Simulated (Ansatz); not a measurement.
# How fast states decay through PbCl2F2, part 2 of 4

A new crystal, PbCl2F2: structure, gap and complex bands. It is built by putting Cl for part of the F in the PbF4 structure of space group I4/mmm, with the volume rescaled by atomic radii. The parent structure comes from the Materials Project.

Ansatz 0.2.0; PBE DFT, plane waves, PAW files (the session's first sound run).

So far. Step 2 (Relaxing the new crystal): The largest force component on a free atom ends at 0.0016 eV/Å.

The structure was built from a prototype and need not be the compound's stable phase.

### 3. The bulk crystal and its band edges

The energy window and the wavevectors of the next steps follow from the band edges, so these are searched first, off the mesh as well.

input.yaml

```yaml
crystal:
  lattice:
    - [-2.6315441527, 2.6315441527, 4.7225819062]
    - [2.6315441527, -2.6315441527, 4.7225819062]
    - [2.6315441527, 2.6315441527, -4.7225819062]
  atoms:
    - { symbol: Pb, position: [0.0, 0.0, 0.0] }
    - { symbol: F, position: [0.7865052249, 0.7865052249, 0.0] }
    - { symbol: Cl, position: [0.5, 0.0, 0.5] }
    - { symbol: Cl, position: [0.0, 0.5, 0.5] }
    - { symbol: F, position: [0.2134947751, 0.2134947751, 0.0] }
kpoints:
  mp_grid: { grid: [8, 8, 8] }
  band_path: { path: [VBM, CBM], npoints: 30 }
scf:
  occupations: { method: fixed }
hamiltonian:
  xc: pbe
output:
  eigenvalues: true
  write_potential: true
  write_density: true
  volumetric_format: npy
```

Launch:

```bash
> ansatz run input.yaml --threads 2 --pin off --max-ram 4096MiB --backend cpu --events-out ev --progress --plain --runs-dir out
```

Numbers of over 12 decimals in the logs are rounded to 6 here.

What it wrote:

```text
[...]
Crystal: 5 atoms, lattice volume = 130.816 Å³
Basis set: ecut = 420 eV, 2519 PW (Γ)
Bands: 26, of which v1, the nominal top of the filled ones, is band 21 counted from 1 (20 counted from 0)
Symmetry: 16 space group operations
[...]
k-points: 59 of 512
[...]
SCF iter   1: F=—  HF=-15681.817913 eV  |F-HF|=—  |Δ(HF+E_count)|=         —  Δρ=5.43e-3  dr2=4.18e-2  ethr=1.77e-3  ⟨swp⟩=5.1  Hψ=6570  notcnv=0  defer=152
[...]
SCF iter   7: F=-15681.808325 eV  HF=-15681.808325 eV  |F-HF|=1.35e-8  |Δ(HF+E_count)|=   3.03e-7  Δρ=2.78e-6  dr2=1.46e-8  ethr=2.38e-10  ⟨swp⟩=10.3  Hψ=6487  notcnv=0
SCF 1 converged in 7 iterations: F = -15681.808325 eV  dr2 = 1.46e-8
[...]
NSCF: frozen V_eff on 30 k-points
[...]
SCF converged after 7 iterations
Free energy (F): -15681.808325 eV
[...]
Internal energy: -15681.808325 eV  (E = F + TS)
E sigma→0 (E₀):  -15681.808325 eV
Fermi energy:    0.234677 eV
[...]
--- Band table (eV; the first three rows and the last of 59) ---
  k-point 0: bands = [... 17 lower, -0.4549, -0.3713, -0.3129, -0.3129, 0.4225, 7.8239, 9.5553, 9.7940, ... 1 higher]
  k-point 1: bands = [... 17 lower, -0.5567, -0.4290, -0.3411, -0.2534, 0.7248, 8.0416, 8.8767, 8.9518, ... 1 higher]
  k-point 2: bands = [... 17 lower, -0.9180, -0.3603, -0.2764, -0.0941, 1.4324, 7.2840, 7.6104, 8.1040, ... 1 higher]
  k-point 58: bands = [... 17 lower, -0.9012, -0.3187, -0.3187, -0.1869, 0.4565, 8.7281, 9.0886, 9.8120, ... 1 higher]
```

Elapsed: 9.6 s, on 2 threads of Arm Neoverse V2, shared host; peak memory 0.46 GiB.

Numbers from this step:

- free energy: -15681.8083 eV
- Fermi energy: 0.2347 eV
- gap on the k-mesh: 0.1878 eV
- gap on path: 0.1878 eV, by band count; negative where bands overlap
- direct gap on path: 0.7354 eV
- edge places on path: 0, 0.8442 1/A along the path

Electronic bands along the path, in eV, zero at the Fermi level (highest filled level under fixed occupations); v1 is the highest filled band, c1 the lowest empty one:

```
  point     v4     v3     v2     v1    c1    c2    c3    c4
    VBM  -1.12  -0.48  -0.43   0.00  3.18  4.81  4.87  6.94
halfway  -1.15  -0.59  -0.51  -0.33  1.20  7.05  7.38  7.87
    CBM  -0.69  -0.61  -0.55  -0.55  0.19  7.59  9.32  9.56
```

The searched edges give 0.188 eV, as on the mesh.

### 4. Complex bands, plane (110)

This step: PBE DFT, plane waves, PAW files; complex bands by layer matching along the plane's normal (Ansatz 0.2.0).

The same crystal is laid in a cell whose first two vectors span the (110) plane (indices of the standard conventional cell, whose axes can be ordered otherwise than in the bulk input). At fixed energy and wavevector in the plane the solver finds all kz, real and complex. A few wavevectors are listed, (0, 0) and (-0.5, -0.5) in units of the plane's reciprocal vectors; the slowest state needn't be among them.

input.yaml

```yaml
crystal:
  lattice:
    - [6.012722272, 0.0, 0.0]
    - [1.40580759, 5.846069974, 0.0]
    - [2.303457341, -2.923034987, 3.721565431]
  atoms:
    - { symbol: Pb, position: [0.0, 0.0, 0.0] }
    - { symbol: F, position: [0.7865052249, 0.7865052249, 0.0] }
    - { symbol: Cl, position: [0.0, 0.0, 0.5] }
    - { symbol: Cl, position: [0.5, 0.5, 0.5] }
    - { symbol: F, position: [0.2134947751, 0.2134947751, 0.0] }
kpoints:
  mp_grid: { grid: [6, 6, 6] }
scf:
  occupations: { method: fixed }
hamiltonian:
  xc: pbe
output:
  eigenvalues: true
  transmission:
    leads: [[0, 0]]
    kpoints: [[0.0, 0.0], [-0.5, -0.5]]
    e_range: [-1.0, 1.19]
    de: 0.05
```

What it wrote:

```text
[...]
Crystal: 5 atoms, lattice volume = 130.816 Å³
Basis set: ecut = 420 eV, 2519 PW (Γ)
Bands: 26, of which v1, the nominal top of the filled ones, is band 21 counted from 1 (20 counted from 0)
Symmetry: 16 space group operations
[...]
k-points: 30 of 216
[...]
SCF iter   1: F=—  HF=-15681.818044 eV  |F-HF|=—  |Δ(HF+E_count)|=         —  Δρ=5.43e-3  dr2=4.19e-2  ethr=1.77e-3  ⟨swp⟩=5.1  Hψ=3363  notcnv=0  defer=76
[...]
SCF iter   7: F=-15681.808367 eV  HF=-15681.808367 eV  |F-HF|=1.29e-8  |Δ(HF+E_count)|=   3.04e-7  Δρ=2.78e-6  dr2=1.46e-8  ethr=2.38e-10  ⟨swp⟩=10.2  Hψ=3388  notcnv=0
SCF 1 converged in 7 iterations: F = -15681.808367 eV  dr2 = 1.46e-8
[...]
transmission: 5 of 10 steps passed
transmission: 10 of 10 steps passed
SCF converged after 7 iterations
Free energy (F): -15681.808367 eV
[...]
Internal energy: -15681.808367 eV  (E = F + TS)
E sigma→0 (E₀):  -15681.808367 eV
Fermi energy:    0.234745 eV
[...]
--- Band table (eV; the first three rows and the last of 30) ---
  k-point 0: bands = [... 17 lower, -0.4549, -0.3712, -0.3129, -0.3129, 0.4224, 7.8237, 9.5553, 9.7940, ... 1 higher]
  k-point 1: bands = [... 17 lower, -0.6838, -0.4098, -0.3211, -0.2092, 0.9190, 8.1663, 8.4289, 8.5657, ... 1 higher]
  k-point 2: bands = [... 17 lower, -1.0559, -0.3059, -0.2360, 0.0420, 2.1214, 6.1945, 6.6387, 7.6045, ... 1 higher]
  k-point 29: bands = [... 17 lower, -0.9012, -0.3187, -0.3187, -0.1868, 0.4564, 8.7279, 9.0886, 9.8120, ... 1 higher]
--- Transmission ---
  basis      : 311 plane waves across, 5 finite elements along
  points     : 2, as listed
  energies   : 44 from -1.000000 to 1.150000 eV about the Fermi level, 0.050000 eV apart; the leads are filled to 0.093823 eV, and channels, transmission and decay are at 0.100000 eV
  crystal 0  : Pb1F2Cl2, at the sites [0, 0], period 3.7216 Å: whole cells are its period
    offset         : up to 0.0000 Å between an atom of the period and one for which it stands
    channels       : 0.000000e0 a spin
    conductance    : none, the energies end too early or step too widely for 300 K: set another output.transmission.e_range or a lower de, or, where they end at an eighth of basis.ecutwfc, a higher one
    slowest decay  : 0.0961 /Å at (0.0000, 0.0000)
```

The job ended after 47 s (2 threads; peak memory 0.9 GiB; 94 s of CPU time).

Numbers from this step:

* free energy: -15681.8084 eV
* gap on the k-mesh: 0.1876 eV
* level to which the leads are filled: 0.09382 eV from the Fermi level
* decay constant at the filling level, zone centre: 0.09605 Å⁻¹
* decay constant at the filling level, slowest listed point: 0.0961 Å⁻¹

K parallel (0, 0); values up to 1.5 1/Å, a degenerate pair printed once or twice; energies at which all values exceed this have no row. The Im kz of the slowest decaying states by energy, zero at the highest filled level on the SCF mesh:

```csv
energy (eV),decay 1 (Å⁻¹),decay 2 (Å⁻¹),decay 3 (Å⁻¹),decay 4 (Å⁻¹)
-1.000,0.126,0.397,0.497,0.535
-0.900,0.167,0.458,0.465,0.477
-0.800,0.197,0.409,0.413,0.415
-0.700,0.131,0.223,0.318,0.323
-0.550,0.0416,0.256,0.669,0.684
-0.450,0.105,0.183,0.277,0.673
-0.350,0.137,0.299,0.346,0.401
-0.250,0.151,0.323,0.429,0.578
-0.150,0.152,0.350,0.485,0.671
-0.050,0.142,0.380,0.526,0.666
0.000,0.00149,0.131,0.396,0.543
0.100,0.0960,0.153,0.429,0.571
0.200,0.199,0.460,0.595,0.650
0.300,0.226,0.488,0.614,0.643
0.400,0.245,0.514,0.631,0.638
0.500,0.259,0.537,0.633,0.645
0.600,0.269,0.557,0.630,0.657
0.700,0.278,0.576,0.627,0.667
0.850,0.287,0.600,0.624,0.680
0.950,0.293,0.614,0.623,0.688
1.050,0.297,0.623,0.626,0.694
1.150,0.300,0.623,0.638,0.699
```

K parallel (0, 0). The Re kz of states that move upwards by energy, zero at the highest filled level on the SCF mesh:

```
energy (eV)  channel 1 (Å⁻¹)  channel 2 (Å⁻¹)  channel 3 (Å⁻¹)
     -1.000           -0.327                -                -
     -0.900           -0.271                -                -
     -0.800           -0.216                -                -
     -0.700           -0.158                -                -
     -0.600          -0.0864           0.0908            0.409
     -0.500            0.188            0.458            0.693
     -0.400            0.340                -                -
     -0.300            0.453                -                -
     -0.200            0.555                -                -
     -0.100            0.659                -                -
      0.000                -                -                -
      0.150                -                -                -
      0.250           0.0889                -                -
      0.350            0.149                -                -
      0.450            0.195                -                -
      0.550            0.235                -                -
      0.650            0.270                -                -
      0.750            0.303                -                -
      0.850            0.332                -                -
      0.950            0.360                -                -
      1.050            0.386                -                -
      1.150            0.411                -                -
```

K parallel (-0.5, -0.5); values up to 1.5 1/Å, a degenerate pair printed once or twice; energies at which all values exceed this have no row. Table of Im kz of the slowest decaying states by energy, zero at the highest filled level on the SCF mesh:

```
energy (eV)  decay 1 (Å⁻¹)  decay 2 (Å⁻¹)  decay 3 (Å⁻¹)  decay 4 (Å⁻¹)
     -1.000          0.123          0.498          0.641          0.952
     -0.900          0.163          0.446          0.702          0.861
     -0.850          0.179          0.416          0.735          0.808
     -0.750          0.205          0.345          0.697          0.801
     -0.650          0.228          0.247          0.607          0.854
     -0.550         0.0320          0.248          0.539          0.573
     -0.500          0.123          0.257          0.314          0.511
     -0.400          0.125          0.200          0.276          0.287
     -0.300          0.242          0.242          0.294          0.424
     -0.250          0.253          0.280          0.304          0.410
     -0.150          0.256          0.326          0.339          0.395
     -0.050          0.232          0.351          0.385          0.398
      0.000        0.00155          0.212          0.365          0.404
      0.050          0.121          0.188          0.380          0.411
      0.100          0.159          0.163          0.395          0.419
      0.200         0.0662          0.212          0.427          0.434
      0.300          0.239          0.449          0.456          0.493
      0.400          0.258          0.463          0.483          0.514
      0.450          0.265          0.469          0.496          0.524
      0.550          0.276          0.481          0.519          0.542
      0.650          0.285          0.492          0.540          0.558
      0.700          0.289          0.497          0.549          0.565
      0.800          0.295          0.507          0.567          0.578
      0.900          0.300          0.516          0.583          0.589
      1.000          0.304          0.523          0.597          0.600
      1.050          0.306          0.527          0.604          0.604
      1.150          0.309          0.534          0.613          0.616
```

K parallel (-0.5, -0.5). Table of Re kz of states that move upwards by energy, zero at the highest filled level on the SCF mesh:

| energy (eV) | channel 1 (Å⁻¹) | channel 2 (Å⁻¹) | channel 3 (Å⁻¹) |
| --- | --- | --- | --- |
| -1.000 | -0.443 | 0.214 | - |
| -0.950 | -0.406 | 0.259 | - |
| -0.900 | -0.371 | 0.300 | - |
| -0.850 | -0.335 | 0.341 | - |
| -0.750 | -0.262 | 0.421 | - |
| -0.700 | -0.221 | 0.463 | - |
| -0.650 | -0.176 | 0.506 | - |
| -0.600 | -0.120 | 0.552 | - |
| -0.550 | 0.0476 | 0.604 | - |
| -0.500 | 0.190 | 0.666 | - |
| -0.400 | 0.332 | - | - |
| -0.350 | 0.388 | - | - |
| -0.300 | 0.441 | - | - |
| -0.250 | 0.491 | - | - |
| -0.200 | 0.542 | - | - |
| -0.150 | 0.593 | - | - |
| -0.050 | 0.712 | - | - |
| 0.000 | - | - | - |
| 0.050 | - | - | - |
| 0.100 | - | - | - |
| 0.150 | - | - | - |
| 0.200 | - | - | - |
| 0.300 | 0.128 | - | - |
| 0.350 | 0.163 | - | - |
| 0.400 | 0.192 | - | - |
| 0.450 | 0.217 | - | - |
| 0.500 | 0.239 | - | - |
| 0.550 | 0.259 | - | - |
| 0.650 | 0.294 | - | - |
| 0.700 | 0.310 | - | - |
| 0.750 | 0.326 | - | - |
| 0.800 | 0.340 | - | - |
| 0.850 | 0.354 | - | - |
| 0.900 | 0.367 | - | - |
| 1.000 | 0.392 | - | - |
| 1.050 | 0.404 | - | - |
| 1.100 | 0.416 | - | - |
| 1.150 | 0.427 | - | - |

At the listed wavevectors the last open channel is at -0.05 eV and the next at +0.20 eV on the grid. At +0.10 eV, the grid energy nearest the filling level (the middle of the gap on the SCF mesh), the slowest state at the listed wavevectors decays with κ = 0.0961 Å⁻¹, its amplitude falling by e over 10 Å. Through 1 nm of this crystal that state's transmission falls by exp(−2 × 0.0961 Å⁻¹ × 10 Å) = 0.15.

(Part 2 of 4 ends here.)

[Logs are printed without paths, hosts, clocks, repeated set-up lines and the standing remarks that a program may print on its own settings, such as how far it seeks lower states.]

[Hosts, paths, dates, database ids (printed as entryN), source tags and the programs' standing remarks are cut or masked in the printed files.]
